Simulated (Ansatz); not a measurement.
**G0W0 on several functionals: TePb (Fm-3m)**

How much of the starting functional survives in the G0W0 gap of TePb (Fm-3m)?

Program: Ansatz 0.2.0. Level of theory: G0W0 on several functionals, plane waves, PAW. Results are calculated unless marked as measured.

In doubt: masses and optical values from hybrid runs of this build are listed as unsure (step 4), which bears on the screening that GW takes from such a start.

## (1) The starting structure

The structure is cubic, space group Fm-3m (No. 225). The conventional cell has a = 6.462 Å, b = 6.462 Å, c = 6.462 Å, α = 90.00°, β = 90.00°, γ = 90.00°. Nearest to Te lie 6 Pb at 3.23 Å. Pb has 6 Te at 3.23 Å nearest. Farther neighbours and most contacts between anions are not listed.

The cell and positions come from the Crystallography Open Database and are kept as given unless a step says otherwise. Spin-orbit coupling is left out unless a step names it. The default PAW set here is soft_2. Its files were made with PBE.

## (2) G0W0 on LDA

G0W0 replaces the xc potential by the self-energy, built once from these orbitals. Only a window of levels is corrected, while the sums run over the empty bands that the input names.

This step: G0W0 on LDA, plane waves, PAW.

The input, input.yaml:

```yaml
crystal:
  lattice:
    - [0.0, 3.231, 3.231]
    - [3.231, 0.0, 3.231]
    - [3.231, 3.231, 0.0]
  atoms:
    - { symbol: Te, position: [0.5, 0.5, 0.5] }
    - { symbol: Pb, position: [0.0, 0.0, 0.0] }
kpoints:
  mp_grid: { grid: [4, 4, 4] }
hamiltonian:
  xc: lda
scf:
  occupations: { method: fixed }
gw:
  n_empty_bands: 201
  ecut_chi: 120
  qp_bands: [v2, c2]
  qp_kpoints: band_edges
  screening: { model: contour_deformation }
```

Started as:

```bash
> ansatz run input.yaml --threads 3 --pin off --max-ram 92160MiB --backend cuda --events-out ev --progress --plain --runs-dir out --devices 1 --max-vram 13GiB  # rebuilt from the run's record
```

Numbers of over 12 decimals in the logs are rounded to 6 here.

The program printed:

```text
GPUs: using 1 of 1 available (devices: 1).
Engine: ansatz 0.2.0, x86_64-unknown-linux-gnu
Pseudopotentials: kind: paw
Pseudopotential: Te, paw, valence charge 16, recommended cutoff 420 eV (normal), Te.paw.azcp
Pseudopotential: Pb, paw, valence charge 14, recommended cutoff 420 eV (normal), Pb.paw.azcp
Functional definition: SPW92
  exchange = slater_x
  correlation = pw_c
device memory: the entry about to start is reckoned to put 1.0 GiB on a device that reports 20.2 GiB free (of which the cap on the GPU budget leaves the run 13.0 GiB)
GPU FFT provider: cuFFT
GPU libraries: cuBLAS 13.8.2, cuFFT 12.4.0, cuSOLVER 12.3.4
Crystal: 2 atoms, lattice volume = 67.459 Å³
Basis set: ecut = 420 eV, 1363 PW (Γ)
Bands: 19, of which v1, the nominal top of the filled ones, is band 15 counted from 1 (14 counted from 0)
Symmetry: 48 space group operations
Space group: Fm-3m (ITA 225), of the structure as read, at distance tolerance 4.1e-5 Å
k-points: 8 of 64
Non-local potential: Te, projectors of the file, l = 0: 2, l = 1: 2, l = 2: 2, l = 3: 2
Non-local potential: Pb, projectors of the file, l = 0: 2, l = 1: 2, l = 2: 2, l = 3: 2
PAW form: soft (Blöchl's): semilocal exchange-correlation on the pseudo side does not see the compensation charge
PAW frozen core: Te, regenerated for the run's functional, and the local potential with it (the file was generated under x = pbe(κ = 0.804, μ = 0.219515), c = pbe(β = 0.066725))
PAW frozen core: Pb, regenerated for the run's functional, and the local potential with it (the file was generated under x = pbe(κ = 0.804, μ = 0.219515), c = pbe(β = 0.066725))
PAW one-centre angular grid: Te, 590 points (default); XC on 64 Gauss nodes
PAW one-centre angular grid: Pb, 590 points (default); XC on 64 Gauss nodes
Initial density: superposition of atomic densities (neutral atoms: chi_scale 0, normalization atom), corrected by the library's trained network
Initial wavefunctions: pseudopotential atomic-orbital guess
GPU buffer pool allocated for 32768 grid points (all kernels)
GPU transforms: local potential and band sums: pruned to the plane-wave sphere, on 30×32×32
Functional: x = slater, c = lda
SCF iter   1: F=—  HF=-18430.252271 eV  |F-HF|=—  |Δ(HF+E_count)|=         —  Δρ=4.28e-3  dr2=7.04e-3  ethr=1.77e-3  ⟨swp⟩=4.9  Hψ=646  notcnv=0  defer=12
preconditioner: auto → none  [insulator: Δε(μ)=0.638 eV  Ē_g=14.635 eV  n_scr=14 (ndim 8)  ℏωp=20.2 eV  f_vac=0.014  ε∞_Penn≈2.9]
SCF iter   2: F=—  HF=-18430.248114 eV  |F-HF|=—  |Δ(HF+E_count)|=   4.16e-3  Δρ=1.79e-3  dr2=1.02e-3  ethr=2.35e-5  ⟨swp⟩=2.6  Hψ=332  notcnv=0  defer=11
SCF iter   3: F=—  HF=-18430.247989 eV  |F-HF|=—  |Δ(HF+E_count)|=   1.25e-4  Δρ=4.48e-4  dr2=2.60e-4  ethr=3.39e-6  ⟨swp⟩=2.2  Hψ=256  notcnv=0  defer=11
SCF iter   4: F=—  HF=-18430.247913 eV  |F-HF|=—  |Δ(HF+E_count)|=   7.62e-5  Δρ=1.48e-4  dr2=9.53e-6  ethr=8.65e-7  ⟨swp⟩=2.9  Hψ=252  notcnv=0  defer=11
SCF iter   5: F=—  HF=-18430.247912 eV  |F-HF|=—  |Δ(HF+E_count)|=   8.48e-7  Δρ=2.13e-5  dr2=3.06e-7  ethr=3.18e-8  ⟨swp⟩=2.4  Hψ=258  notcnv=0  defer=9
SCF iter   6: F=-18430.247912 eV  HF=-18430.247912 eV  |F-HF|=3.47e-9  |Δ(HF+E_count)|=   1.08e-7  Δρ=5.04e-6  dr2=1.18e-8  ethr=3.33e-10  ⟨swp⟩=5.6  Hψ=680  notcnv=0
SCF 1 converged in 6 iterations: F = -18430.247912 eV  dr2 = 1.18e-8
  greatest PAW one-centre occupation: 0.999 electrons in one spin orbital (limit 2), on the Te atom at site 0 (counted from 0), in its partial waves of l = 2
device memory: the entry about to start is reckoned to put 1.4 GiB on a device that reports 20.1 GiB free (of which the cap on the GPU budget leaves the run 13.0 GiB)
NSCF: frozen V_eff on 8 k-points
the band table was solved once the SCF had ended and its energy, with any forces and stress, was formed, with the checks that follow a solve (799 applications of the Hamiltonian). They found nothing against the state; the energy, forces and stress were not computed again (output.eigenvalues in the input reference)
device memory: the entry about to start is reckoned to put 3.9 GiB on a device that reports 20.2 GiB free (of which the cap on the GPU budget leaves the run 13.0 GiB)
NSCF: frozen V_eff on 8 k-points
G₀W₀ screening: q 1/8
[... further progress lines ...]
device memory: the entry about to start is reckoned to put 0.3 GiB on a device that reports 20.0 GiB free (of which the cap on the GPU budget leaves the run 13.0 GiB)
NSCF: frozen V_eff on 1 k-points
SCF converged after 6 iterations
Free energy (F): -18430.247912 eV
Harris-Foulkes:  -18430.247912 eV  (|F-HF|=3.47e-9)
Internal energy: -18430.247912 eV  (E = F + TS)
E sigma→0 (E₀):  -18430.247912 eV
Fermi energy:    8.338301 eV
--- Per-component energies (eV) ---
  E_band       = -325.196315
  E_kinetic    = 469.850061
  E_local      = -2396.334795  (includes V_loc(G=0)·N_el)
  E_nonlocal   = 49.382338
  E_hartree    = 1253.762811
  E_xc         = -343.337523
  E_vxc        = -238.733576  (∫ρ·V_xc dr)
  E_paw        = -14611.252424  (= ΣΔE_a)
  E_vpaw       = -716.884839  (= ΣTr[D̂ρ^β])
  E_aug_tail   = -0.000162  (compensation charges beyond the density's cutoff)
  E_ewald      = -2852.919164
  E_core_change = 0.600948  (= ΣΔE_core)
  E_smearing   = -0.000000  (= −TS)
  E_closure    = -0.000000  (closes the sum)
  Σ components = -18430.247912   (vs F -18430.247912, Δ=0.00e0)
--- Band table (eV; the first three rows and the last of 8) ---
  k-point 0: bands = [... 11 lower, 2.6127, 7.0221, 7.0221, 7.0221, 12.3471, 12.3471, 12.3471, 14.2028]
  k-point 1: bands = [... 11 lower, 1.2401, 7.1909, 7.1909, 7.6792, 10.3969, 10.7556, 10.7556, 14.2852]
  k-point 2: bands = [... 11 lower, -0.3077, 7.4990, 7.4990, 8.3383, 8.9889, 9.5722, 9.5722, 16.6582]
  k-point 7: bands = [... 11 lower, 0.2819, 4.5713, 4.5713, 8.0124, 9.9457, 13.5424, 13.5424, 15.1448]
--- G₀W₀: contour deformation, 7 samples at zero and on the imaginary axis and 1 off it, 64 q-points, 201 empty bands' worth ---
  eigenvalues of the whole cell's RPA ε∞ on this k-mesh (on a slab, of 1 + 4πα/V) = 44.3675, 44.3675, 44.3675; static W/v taken at q = 0 is 0.022539
  bands read: the sum over 216 bands ends inside a degenerate multiplet in 1 slot, whose members it reads at an even weight; the widest, k=2: bands 216 to 217 (counted from 1) at 1/2 each
  gw.qp_kpoints: band_edges: 3 of 8 stored k-points solved, in 1 pass; an edge of the gap read off the rows below is read off those points alone
    valence top: of the k-points left out ik 1 came nearest to being solved in a further pass, in band 15 (counted from 1, as in the quasiparticle table): it holds the edge there only if its correction is more favourable than any solved in that band by at least 0.659 eV; those differ by 0.075 eV
    conduction bottom: of the k-points left out ik 1 came nearest to being solved in a further pass, in band 16 (counted from 1, as in the quasiparticle table): it holds the edge there only if its correction is more favourable than any solved in that band by at least 1.408 eV; those differ by 0.050 eV
    ik  band        ε_KS         Σx   Σc(E_QP)       V_xc       Z   E_QP_lin       E_QP  E_QP is
     2    14      7.4990   -15.6893     1.3515   -14.1223  0.7354     7.2821     7.2834  root
     2    15      8.3383   -15.4149     0.4493   -14.8944  0.7558     8.2671     8.2672  root
     2    16      8.9889    -8.1405    -3.4721   -11.7997  0.7709     9.1767     9.1761  root
     2    17      9.5722    -8.5496    -3.4184   -12.1460  0.7634     9.7509     9.7502  root
     5    14      7.2993   -15.1870     1.2937   -13.6924  0.7333     7.0972     7.0984  root
     5    15      7.7137   -14.4702     0.5931   -13.7808  0.7493     7.6172     7.6174  root
     5    16      9.9556    -9.6961    -3.5047   -13.4106  0.7568    10.1667    10.1654  root
     5    17     10.0867    -9.3129    -3.4806   -12.9900  0.7541    10.2842    10.2832  root
     7    14      4.5713   -14.5602     2.7054   -11.6918  0.6672     4.4068     4.4084  root
     7    15      8.0124   -15.7690     0.9017   -14.7212  0.7458     7.8659     7.8664  root
     7    16      9.9457    -8.7892    -3.6674   -12.6941  0.7594    10.1846    10.1832  root
     7    17     13.5424    -7.4125    -4.7782   -12.3271  0.7294    13.6794    13.6788  root
```

It took 7.2 s on 1 × NVIDIA H100 80GB HBM3 (shared by 6 runs) with 3 threads of AMD EPYC 7R13 (Zen 3), shared host; peak memory 1.1 GiB.

This step gave:

* bands summed: 216
* RPA ε∞ on this mesh (eigenvalues): 44.37, 44.37, 44.37
* plane waves in the screening matrix: 181
* q-points in the mesh: 64
* G0W0 gap on the mesh: 0.9089 eV
* k of the valence top: 0, 0, -0.5
* k of the conduction bottom: 0, 0, -0.5
* starting gap on the mesh: 0.6506 eV
* Z at the valence top: 0.7558
* Z at the conduction bottom: 0.7709
* least direct G0W0 gap on the computed points: 0.9089 eV

The gap on the mesh goes from 0.65 eV to 0.91 eV, a correction of +0.26 eV. Between the two edge states, bare exchange in place of the xc potential would open the gap by 4.18 eV, and correlation takes back 3.92 eV.

## (3) G0W0 on PBE

One-shot GW remembers its start. Another functional's orbitals and levels show by how much.

This step: G0W0 on PBE, plane waves, PAW.

input.yaml, as its differences from that of step 2:

```diff
@@ -11,3 +11,3 @@
 hamiltonian:
-  xc: lda
+  xc: pbe
 scf:
```

The program printed:

```text
GPUs: using 1 of 1 available (devices: 1).
[...]
GPU FFT provider: cuFFT
GPU libraries: cuBLAS 13.8.2, cuFFT 12.4.0, cuSOLVER 12.3.4
Crystal: 2 atoms, lattice volume = 67.459 Å³
Basis set: ecut = 420 eV, 1363 PW (Γ)
Bands: 19, of which v1, the nominal top of the filled ones, is band 15 counted from 1 (14 counted from 0)
[... 1 set-up line as in the run before ...]
[...]
k-points: 8 of 64
[...]
GPU buffer pool allocated for 32768 grid points (all kernels)
[...]
SCF iter   1: F=—  HF=-18887.158629 eV  |F-HF|=—  |Δ(HF+E_count)|=         —  Δρ=5.73e-4  dr2=2.01e-4  ethr=1.77e-3  ⟨swp⟩=4.9  Hψ=637  notcnv=0  defer=13
[...]
SCF iter   6: F=-18887.156852 eV  HF=-18887.156852 eV  |F-HF|=1.14e-7  |Δ(HF+E_count)|=   1.30e-7  Δρ=1.11e-5  dr2=9.07e-8  ethr=3.33e-10  ⟨swp⟩=5.1  Hψ=730  notcnv=0
SCF 1 converged in 6 iterations: F = -18887.156852 eV  dr2 = 9.07e-8
[...]
NSCF: frozen V_eff on 8 k-points
[...]
G₀W₀ screening: q 1/8
[... further progress lines ...]
[...]
SCF converged after 6 iterations
Free energy (F): -18887.156852 eV
[...]
Internal energy: -18887.156852 eV  (E = F + TS)
E sigma→0 (E₀):  -18887.156852 eV
Fermi energy:    8.702420 eV
[...]
--- Band table (eV; the first three rows and the last of 8) ---
  k-point 0: bands = [... 11 lower, 3.1081, 7.3493, 7.3493, 7.3493, 12.7761, 12.7761, 12.7761, 14.5178]
  k-point 1: bands = [... 11 lower, 1.6917, 7.5128, 7.5128, 8.0447, 10.8218, 11.1516, 11.1516, 14.6605]
  k-point 2: bands = [... 11 lower, 0.1200, 7.8071, 7.8071, 8.7024, 9.4321, 9.9715, 9.9715, 17.0765]
  k-point 7: bands = [... 11 lower, 0.7258, 4.9120, 4.9120, 8.3396, 10.3712, 13.9228, 13.9228, 15.5501]
[...]
2    14      7.8071   -15.6667     1.4591   -13.7664  0.7371     7.3599     7.3660  root
     2    15      8.7024   -15.4124     0.5389   -14.5302  0.7579     8.3566     8.3591  root
     2    16      9.4321    -8.0441    -3.4093   -11.3153  0.7726     9.2944     9.2941  root
     2    17      9.9715    -8.4711    -3.3368   -11.6870  0.7655     9.8509     9.8506  root
     5    14      7.6159   -15.1905     1.4074   -13.3492  0.7353     7.1758     7.1822  root
     5    15      8.0764   -14.5116     0.6981   -13.4450  0.7513     7.7045     7.7079  root
     5    16     10.3778    -9.5562    -3.4398   -12.9047  0.7597    10.2868    10.2865  root
     5    17     10.4826    -9.2081    -3.3980   -12.5130  0.7573    10.3897    10.3894  root
     7    14      4.9120   -14.5507     2.8128   -11.3363  0.6764     4.5007     4.5104  root
     7    15      8.3396   -15.7510     1.0010   -14.3615  0.7477     7.9475     7.9511  root
     7    16     10.3712    -8.7103    -3.5852   -12.2213  0.7613    10.2971    10.2969  root
     7    17     13.9228    -7.2188    -4.6524   -11.7456  0.7332    13.7975    13.7971  root
```

Run time: 7 s. Hardware: 1 × NVIDIA H100 80GB HBM3 (shared by 6 runs) with 3 threads; peak memory 1.1 GiB.

Numbers from this step:

```yaml
bands_summed: 216
rpa_eps_infinity_on_this_mesh_eigenvalues: 39.10, 39.10, 39.10
plane_waves_in_the_screening_matrix: 181
q_points_in_the_mesh: 64
g0w0_gap_on_the_mesh: 0.9349 eV
k_of_the_valence_top: 0, 0, -0.5
k_of_the_conduction_bottom: 0, 0, -0.5
starting_gap_on_the_mesh: 0.7297 eV
z_at_the_valence_top: 0.7579
z_at_the_conduction_bottom: 0.7726
least_direct_g0w0_gap_on_the_computed_points: 0.9349 eV
```

Against the run with 4×4×4 mesh, 201 empty bands, screening to 120 eV on LDA, the gap moves by +0.03 eV, while the start moved by +0.08 eV.

## (4) G0W0 on HSE06

This step: G0W0 on HSE06, plane waves, PAW.

input.yaml, as its differences from that of step 3:

```diff
@@ -11,3 +11,3 @@
 hamiltonian:
-  xc: pbe
+  xc: hse06
 scf:
```

The program printed:

```text
GPUs: using 1 of 1 available (devices: 1).
[...]
davidson cushion auto → on  (no smearing: the cushion is to keep the highest requested band from converging to the state above it; pin scf.eigensolver.cushion to override)
[...]
GPU FFT provider: cuFFT
GPU libraries: cuBLAS 13.8.2, cuFFT 12.4.0, cuSOLVER 12.3.4
Crystal: 2 atoms, lattice volume = 67.459 Å³
Basis set: ecut = 420 eV, 1363 PW (Γ)
[...]
5    16     10.5382    -9.2162    -3.4431   -12.5121  0.7814    10.3914    10.3910  root
     5    17     10.6134    -8.9422    -3.3655   -12.1728  0.7799    10.4788    10.4785  root
[...]
7    14      4.1605   -14.5443     2.5482   -12.0748  0.7020     4.2391     4.2392  root
     7    15      7.9742   -15.7716     0.9544   -14.6985  0.7698     7.8554     7.8556  root
     7    16     10.5501    -8.5144    -3.5436   -11.9086  0.7821    10.4011    10.4007  root
     7    17     14.2922    -6.7408    -4.4442   -10.8624  0.7509    13.9720    13.9696  root
[key lines of the parts left out:]
Free energy (F): -18895.288631 eV
Fermi energy:    8.445074 eV
```

It took 17 s on 1 × NVIDIA H100 80GB HBM3 (shared by 6 runs) with 3 threads; peak memory 1.3 GiB; 22 s of CPU time.

This step gave:

- bands summed: 216
- RPA ε∞ on this mesh (eigenvalues): 24.69, 24.69, 24.69
- plane waves in the screening matrix: 181
- G0W0 gap on the mesh: 1.092 eV
- k of the valence top: 0, 0, -0.5
- k of the conduction bottom: 0, 0, -0.5
- starting gap on the mesh: 1.118 eV
- least direct G0W0 gap on the computed points: 1.092 eV

Against the run with 4×4×4 mesh, 201 empty bands, screening to 120 eV on PBE, the gap moves by +0.16 eV, while the start moved by +0.39 eV.

## (5) The starts together

All on the 4×4×4 mesh with 201 empty bands and screening to 120 eV. Times are wall times on 1 × NVIDIA H100 80GB HBM3 (shared by 6 runs) with 3 threads of AMD EPYC 7R13 (Zen 3), shared host, good to a factor of about two.

```
start  starting gap (eV)  shift (eV)  G0W0 gap (eV)  RPA ε∞ (harmonic mean)  Z (valence, conduction)   time
  LDA               0.65       +0.26           0.91                   44.37               0.76, 0.77  7.2 s
  PBE               0.73       +0.21           0.93                   39.10               0.76, 0.77    7 s
HSE06               1.12       −0.03           1.09                   24.69               0.78, 0.79   17 s
```

The parts of the quasiparticle energy at the two band edges (eV; QP = start + Σx + Σc − Vxc):

```
  run               edge  start      Σx     Σc     Vxc     Z    QP
  LDA        valence top   8.34  -15.41   0.45  -14.89  0.76  8.27
  LDA  conduction bottom   8.99   -8.14  -3.47  -11.80  0.77  9.18
  PBE        valence top   8.70  -15.41   0.54  -14.53  0.76  8.36
  PBE  conduction bottom   9.43   -8.04  -3.41  -11.32  0.77  9.29
HSE06        valence top   8.45  -15.44   0.51  -14.78  0.78  8.30
HSE06  conduction bottom   9.56   -7.83  -3.42  -11.07  0.79  9.39
```

For a hybrid start, Vxc holds its share of exact exchange.

## (6) Summary of results

* G0W0@LDA: 0.91 eV (start 0.65 eV)
* G0W0@PBE: 0.93 eV (start 0.73 eV)
* G0W0@HSE06: 1.09 eV (start 1.12 eV)
* known limits: not at the basis limit; model gap, bands may invert with spin-orbit coupling; mesh may overstate the screening; no spin-orbit coupling; coarse k mesh

What this shows: The starting gaps span 0.47 eV and the G0W0 gaps 0.18 eV. Between LDA and HSE06, 0.18 eV of the 0.47 eV survives, 39 %. HSE06 screens less than LDA (ε∞ 24.69 against 44.37). Of the 0.18 eV by which its G0W0 gap is higher, the correlation part gives −0.001 eV, and exchange with the one-particle terms, which follow the orbitals, +0.18 eV. The smallest correction, −0.03 eV, is on HSE06, the start nearest to reproducing itself. Bands and cutoff are finite, so the gap is not at the basis limit. The miss can reach some tenths of an eV and take either sign; the mesh is an error of its own. The 4×4×4 mesh is coarse for this cell (its supercell is 18 Å along the shortest edge). The RPA ε∞ on it, from the LDA start, is 44.37; such meshes misread the long-range screening, most where the gap is narrow. Where an edge is built on 6p states of lead, bismuth or thallium, scalar-relativistic gaps usually stand too wide, by a few tenths to over one eV. With atoms this heavy and so narrow a gap, spin-orbit coupling can invert the bands. These scalar-relativistic gaps are then model values, not to be set against experiment, and a spin-orbit change taken from DFT can't simply be added. For the LDA and PBE start: The RPA ε∞ on this mesh reaches over 25; with a narrow direct gap a coarse mesh can overstate it, and the correction is then too small.

[Paths, hosts, dates, memory and timing lines, banners, echoed tables and standing remarks are left out of the program output.]

[Logs are printed without paths, hosts, clocks, repeated set-up lines and the standing remarks that a program may print on its own settings, such as how far it seeks lower states.]

[Runs of the session that timed out or met a known fault of the program may be left out.]

[Cells called generated may have been cut or substituted from an entry of the Crystallography Open Database or the Materials Project.]

[Hosts, paths, dates, database ids (printed as entryN), source tags and the programs' standing remarks are cut or masked in the printed files.]
